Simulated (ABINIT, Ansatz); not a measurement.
**SnH2 (P-3m1): zone-centre phonons**

Wanted: the vibrations of SnH2 (P-3m1) at Γ, by two programs.

Calculated with ABINIT 10.8.3; DFT LDA, scalar-relativistic, plane waves, HGH norm-conserving pseudopotentials.

The structure was built from a prototype and need not be the compound's stable phase.

## Step 1: Starting point

It takes space group P-3m1 (No. 164, trigonal). Conventional cell: a = 3.574 Å, b = 3.574 Å, c = 3.114 Å, α = 90.00°, β = 90.00°, γ = 120.00°. Nearest to Sn lie 6 H at 2.17 Å. Nearest to H lie 3 Sn at 2.17 Å. Farther neighbours are not listed.

## Step 2: Relaxation

The harmonic expansion needs vanishing forces, and a free crystal bears no stress, so cell and atoms are brought to rest. Stress is more sensitive to the basis than forces are: the last 3 Ha under the cutoff are smoothed with ecutsm, and the cutoff is raised above that of the later runs.

The starting cell comes from a relaxation made beforehand in Ansatz (LDA, PseudoDojo NC).

relax.abi

```
# relaxation
ionmov 2
optcell 2
dilatmx 1.08
ntime 40
tolmxf 1.0d-05
tolvrs 1.0d-14
prtwf 0
prtden 0
chksymtnons 0

# basis, mesh and filling
ecut 43.0
ecutsm 3.0
ixc 7
ngkpt 9 9 8
nshiftk 1
shiftk 0.0 0.0 0.0
istwfk *1
occopt 7
tsmear 0.01
nband 8
nstep 100
diemac 1000000.0
prtebands 0
prtgsr 0

# cell and atoms
acell 6.7539828 6.7539828 5.884041559
rprim 
    1.0 0.0 0.0
    -0.5 0.8660254038 0.0
    0.0 0.0 1.0
ntypat 2
znucl 50 1
natom 3
typat 1 2 2
xred 
    0.0 0.0 0.0
    1/3 2/3 0.2179066774
    2/3 1/3 0.7820933226
pp_dirpath "./pseudo"
pseudos "Sn.hgh, H.hgh"
```

Launch:

```
> OMP_NUM_THREADS=1 mpirun -n 4 abinit relax.abi > relax.log
```

Numbers of over 12 decimals in the logs are rounded to 6 here.

relax.abo, the main output file:

```text
[banners, grids, parts of the stress and lines that vanish by symmetry left out]
- input  file    -> relax.abi
- output file    -> relax.abo
- root for input  files -> relaxi
[...]
Symmetries : space group P-3 m 1 (#164); Bravais hP (primitive hexag.)
[...]
mpw =        3968          nfft =       81000          nkpt =          81
[...]
== DATASET  1 ==================================================================
[...]
cutoff_energies: {ecut:  43.0, pawecutdg:  -1.0, }
[...]
Exchange-correlation functional for the present dataset will be:
  LDA: Perdew-Wang 92 LSD fit to Ceperley-Alder data - ixc=7
[...]
ETOT  1  -4.659624    -4.660E+00 5.465E-02 2.047E+01
 ETOT  2  -4.668970    -9.347E-03 1.135E-03 7.573E-01
 ETOT  3  -4.669007    -3.672E-05 4.249E-04 1.513E-02
 ETOT  4  -4.669008    -1.361E-06 7.147E-04 1.521E-03
 ETOT  5  -4.669009    -8.618E-08 2.008E-05 5.878E-06
[...]
At SCF step   10       vres2   =  7.92E-17 < tolvrs=  1.00E-14 =>converged.
[...]
sigma(1 1)=  2.41581165E-05  sigma(3 2)=  0.00000000E+00
  sigma(2 2)=  2.41581164E-05  sigma(3 1)=  0.00000000E+00
  sigma(3 3)= -7.61501953E-06  sigma(2 1)=  0.00000000E+00
[...]
convergence: {deltae:  1.190E-13, res2:  7.923E-17, residm:  7.254E-06, diffor: null, }
etotal    :  -4.66900851E+00
[...]
ETOT  1  -4.669016    -4.669E+00 6.297E-04 6.793E-03
[...]
At SCF step    7       vres2   =  5.77E-15 < tolvrs=  1.00E-14 =>converged.
[...]
sigma(1 1)=  1.93528665E-05  sigma(3 2)=  0.00000000E+00
  sigma(2 2)=  1.93528664E-05  sigma(3 1)=  0.00000000E+00
  sigma(3 3)= -8.26989265E-06  sigma(2 1)=  0.00000000E+00
[...]
convergence: {deltae:  1.279E-13, res2:  5.769E-15, residm:  2.268E-06, diffor: null, }
etotal    :  -4.66901630E+00
[...]
ETOT  1  -4.669020    -4.669E+00 8.934E-01 1.321E-01
[...]
At SCF step    8       vres2   =  4.84E-16 < tolvrs=  1.00E-14 =>converged.
[...]
sigma(1 1)= -1.70760946E-06  sigma(3 2)=  0.00000000E+00
  sigma(2 2)= -1.70760956E-06  sigma(3 1)=  0.00000000E+00
  sigma(3 3)= -1.03884807E-05  sigma(2 1)=  0.00000000E+00
[...]
convergence: {deltae:  2.309E-14, res2:  4.837E-16, residm:  4.515E-07, diffor: null, }
etotal    :  -4.66903225E+00
[...]
ETOT  1  -4.669033    -4.669E+00 4.974E-07 2.197E-04
[...]
At SCF step    7       vres2   =  7.51E-16 < tolvrs=  1.00E-14 =>converged.
[...]
sigma(1 1)= -1.92453652E-06  sigma(3 2)=  0.00000000E+00
  sigma(2 2)= -1.92453662E-06  sigma(3 1)=  0.00000000E+00
  sigma(3 3)= -9.58930989E-06  sigma(2 1)=  0.00000000E+00
[...]
convergence: {deltae: -9.948E-14, res2:  7.514E-16, residm:  3.983E-09, diffor: null, }
etotal    :  -4.66903305E+00
[...]
ETOT  1  -4.669037    -4.669E+00 4.955E-03 1.545E-02
[...]
sigma(1 1)= -3.20974065E-07  sigma(3 2)=  0.00000000E+00
  sigma(2 2)= -3.20974166E-07  sigma(3 1)=  0.00000000E+00
[...]
convergence: {deltae: -7.638E-14, res2:  1.236E-16, residm:  4.952E-10, diffor: null, }
etotal    :  -4.66903779E+00
[...]
ETOT  1  -4.669038    -4.669E+00 2.635E-07 3.327E-05
[...]
convergence: {deltae:  9.415E-14, res2:  1.712E-16, residm:  5.722E-11, diffor: null, }
etotal    :  -4.66903786E+00
[...]
ETOT  1  -4.669038    -4.669E+00 3.008E-07 1.220E-04
[...]
convergence: {deltae:  9.681E-14, res2:  7.102E-16, residm:  2.216E-11, diffor: null, }
etotal    :  -4.66903799E+00
[...]
ETOT  1  -4.669038    -4.669E+00 2.908E-07 5.220E-04
[...]
convergence: {deltae:  6.839E-14, res2:  1.860E-15, residm:  8.780E-12, diffor: null, }
etotal    :  -4.66903825E+00
[...]
ETOT  1  -4.669038    -4.669E+00 4.404E-05 1.726E-03
[...]
convergence: {deltae: -2.576E-14, res2:  6.508E-15, residm:  1.488E-12, diffor: null, }
etotal    :  -4.66903861E+00
[...]
ETOT  1  -4.669039    -4.669E+00 1.512E-05 1.672E-03
[...]
convergence: {deltae: -6.128E-14, res2:  8.365E-15, residm:  4.138E-13, diffor: null, }
etotal    :  -4.66903886E+00
[...]
ETOT  1  -4.669039    -4.669E+00 3.717E-03 2.723E-04
[...]
At SCF step    7       vres2   =  1.70E-15 < tolvrs=  1.00E-14 =>converged.
[...]
sigma(2 2)=  2.82527222E-07  sigma(3 1)=  0.00000000E+00
  sigma(3 3)=  2.64970049E-07  sigma(2 1)=  0.00000000E+00
[...]
convergence: {deltae:  3.553E-15, res2:  1.705E-15, residm:  2.734E-12, diffor: null, }
etotal    :  -4.66903893E+00
[...]
ETOT  1  -4.669039    -4.669E+00 4.746E-05 1.460E-05
[...]
ETOT  6  -4.669039     1.137E-13 3.357E-11 2.212E-14
 ETOT  7  -4.669039    -4.885E-14 2.132E-12 9.747E-17
 At SCF step    7       vres2   =  9.75E-17 < tolvrs=  1.00E-14 =>converged.
[...]
sigma(1 1)=  1.89197495E-08  sigma(3 2)=  0.00000000E+00
  sigma(2 2)=  1.89196480E-08  sigma(3 1)=  0.00000000E+00
  sigma(3 3)=  1.32743453E-08  sigma(2 1)=  0.00000000E+00
[...]
convergence: {deltae: -4.885E-14, res2:  9.747E-17, residm:  2.132E-12, diffor: null, }
etotal    :  -4.66903894E+00
[...]
At Broyd/MD step  12, gradients are converged :
[...]
sigma(1 1)=  1.89197495E-08  sigma(3 2)=  0.00000000E+00
  sigma(2 2)=  1.89196480E-08  sigma(3 1)=  0.00000000E+00
  sigma(3 3)=  1.32743453E-08  sigma(2 1)=  0.00000000E+00
[...]
- sigma(1 1)=  5.56638247E-04  sigma(3 2)=  0.00000000E+00
- sigma(2 2)=  5.56635261E-04  sigma(3 1)=  0.00000000E+00
- sigma(3 3)=  3.90544723E-04  sigma(2 1)=  0.00000000E+00
[...]
fcart     -2.6703372711E-29 -7.7085997112E-29 -0.0000000000E+00
           strten      1.8919749452E-08  1.8919647968E-08  1.3274345320E-08
================================================================================

[key lines of the parts left out:]
pressure_GPa:  -5.0127E-04
Total energy (etotal) [Ha]= -4.66903893503911E+00
```

Elapsed: 2.3 min, on 4 MPI ranks of Arm Neoverse V2, shared host.

Relaxation path:

```
step  energy less that of the first step (eV)  largest force (eV/Å)  volume (Å³)
   1                                   0.0000                0.0078        34.45
   2                                  -0.0002                0.0051        34.40
   3                                  -0.0006                0.0072        34.23
   4                                  -0.0007                0.0074        34.24
   5                                  -0.0008                0.0080        34.35
   6                                  -0.0008                0.0076        34.36
   7                                  -0.0008                0.0067        34.37
   8                                  -0.0008                0.0048        34.38
   9                                  -0.0008                0.0020        34.38
  10                                  -0.0008                0.0001        34.36
  11                                  -0.0008                0.0004        34.35
  12                                  -0.0008                0.0001        34.34
```

```
conventional cell, symmetrised  before  after  change
                         a (Å)   3.574  3.557  -0.5 %
                         b (Å)   3.574  3.557  -0.5 %
                         c (Å)   3.114  3.134  +0.6 %
              volume (Å³/atom)   11.48  11.45  -0.3 %
```

The relaxed structure:

```
Sn H
1.0
     3.55732    0.00000    0.00000
    -1.77866    3.08073    0.00000
     0.00000    0.00000    3.13362
Sn H
1 2
Direct
  0.00000 0.00000 0.00000
  0.33333 0.66667 0.21937
  0.66667 0.33333 0.78063
```

This step gave:

* volume per atom: 11.45 Å³
* pressure: -5.01e-4 GPa
* gap on the k-mesh: 0 eV

The volume changes by -0.3 % from the cell with which this run began.

## Step 3: Self-consistent run for the response

First-order wavefunctions inherit every error of the ground state, hence the very tight tolvrs. Occupations are smeared.

gs.abi

```
# ground state
tolvrs 1.0d-16
prtden 1
prtwf 1

# basis, mesh and filling
ecut 35.0
ixc 7
ngkpt 9 9 8
nshiftk 1
shiftk 0.0 0.0 0.0
istwfk *1
occopt 7
tsmear 0.01
nband 8
nstep 100
diemac 1000000.0
prtebands 0
prtgsr 0

# cell and atoms
acell 6.722359887 6.722359887 5.921678791
rprim 
    1.0 0.0 0.0
    -0.5 0.8660254038 0.0
    0.0 0.0 1.0
ntypat 2
znucl 50 1
natom 3
typat 1 2 2
xred 
    0.0 0.0 0.0
    1/3 2/3 0.2193723933
    2/3 1/3 0.7806276067
pp_dirpath "./pseudo"
pseudos "Sn.hgh, H.hgh"
```

Launch:

```
> OMP_NUM_THREADS=1 mpirun -n 4 abinit gs.abi > gs.log
```

gs.abo, the main output file:

```text
[banners, grids, parts of the stress and lines that vanish by symmetry left out]
- input  file    -> gs.abi
- output file    -> gs.abo
- root for input  files -> gsi
[...]
Symmetries : space group P-3 m 1 (#164); Bravais hP (primitive hexag.)
[...]
mpw =        2320          nfft =       41472          nkpt =          81
[...]
== DATASET  1 ==================================================================
[...]
cutoff_energies: {ecut:  35.0, pawecutdg:  -1.0, }
[...]
Exchange-correlation functional for the present dataset will be:
  LDA: Perdew-Wang 92 LSD fit to Ceperley-Alder data - ixc=7
[...]
ETOT  1  -4.659990    -4.660E+00 2.558E-02 1.048E+01
 ETOT  2  -4.668011    -8.022E-03 1.134E-02 3.455E-01
 ETOT  3  -4.668040    -2.893E-05 4.992E-04 7.270E-03
 ETOT  4  -4.668041    -1.085E-06 9.896E-05 7.544E-04
 ETOT  5  -4.668041    -8.297E-08 3.046E-05 2.533E-06
[...]
ETOT  9  -4.668041     3.020E-14 2.112E-06 4.868E-15
 ETOT 10  -4.668041    -1.155E-14 8.991E-07 3.891E-17
 At SCF step   10       vres2   =  3.89E-17 < tolvrs=  1.00E-16 =>converged.
[...]
sigma(1 1)=  1.79875710E-05  sigma(3 2)=  0.00000000E+00
  sigma(2 2)=  1.79875709E-05  sigma(3 1)=  0.00000000E+00
  sigma(3 3)=  1.88768097E-05  sigma(2 1)=  0.00000000E+00
[...]
convergence: {deltae: -1.155E-14, res2:  3.891E-17, residm:  8.991E-07, diffor: null, }
etotal    :  -4.66804135E+00
[...]
sigma(1 1)=  1.79875710E-05  sigma(3 2)=  0.00000000E+00
  sigma(2 2)=  1.79875709E-05  sigma(3 1)=  0.00000000E+00
  sigma(3 3)=  1.88768097E-05  sigma(2 1)=  0.00000000E+00
[...]
- sigma(1 1)=  5.29212610E-01  sigma(3 2)=  0.00000000E+00
- sigma(2 2)=  5.29212607E-01  sigma(3 1)=  0.00000000E+00
- sigma(3 3)=  5.55374914E-01  sigma(2 1)=  0.00000000E+00
[...]
fcart      2.6703372709E-29  1.5417199421E-29 -0.0000000000E+00
           strten      1.7987570999E-05  1.7987570897E-05  1.8876809653E-05
================================================================================

[key lines of the parts left out:]
pressure_GPa:  -5.3793E-01
```

Wall time 7 s (4 MPI ranks).

This step gave:

| Property | Result |
| --- | --- |
| pressure | -0.5379 GPa |

The cell stands at -0.54 GPa: the relaxation ran with a smoothed and higher cutoff, and the difference is a stress of the finite basis.

[end of part 1 of 4]

[Host names and launcher messages were left out of these logs when they were recorded.]

[Logs are printed without paths, hosts, clocks, repeated set-up lines and the standing remarks that a program may print on its own settings, such as how far it seeks lower states.]

[Hosts, paths, dates, database ids (printed as entryN), source tags and the programs' standing remarks are cut or masked in the printed files.]
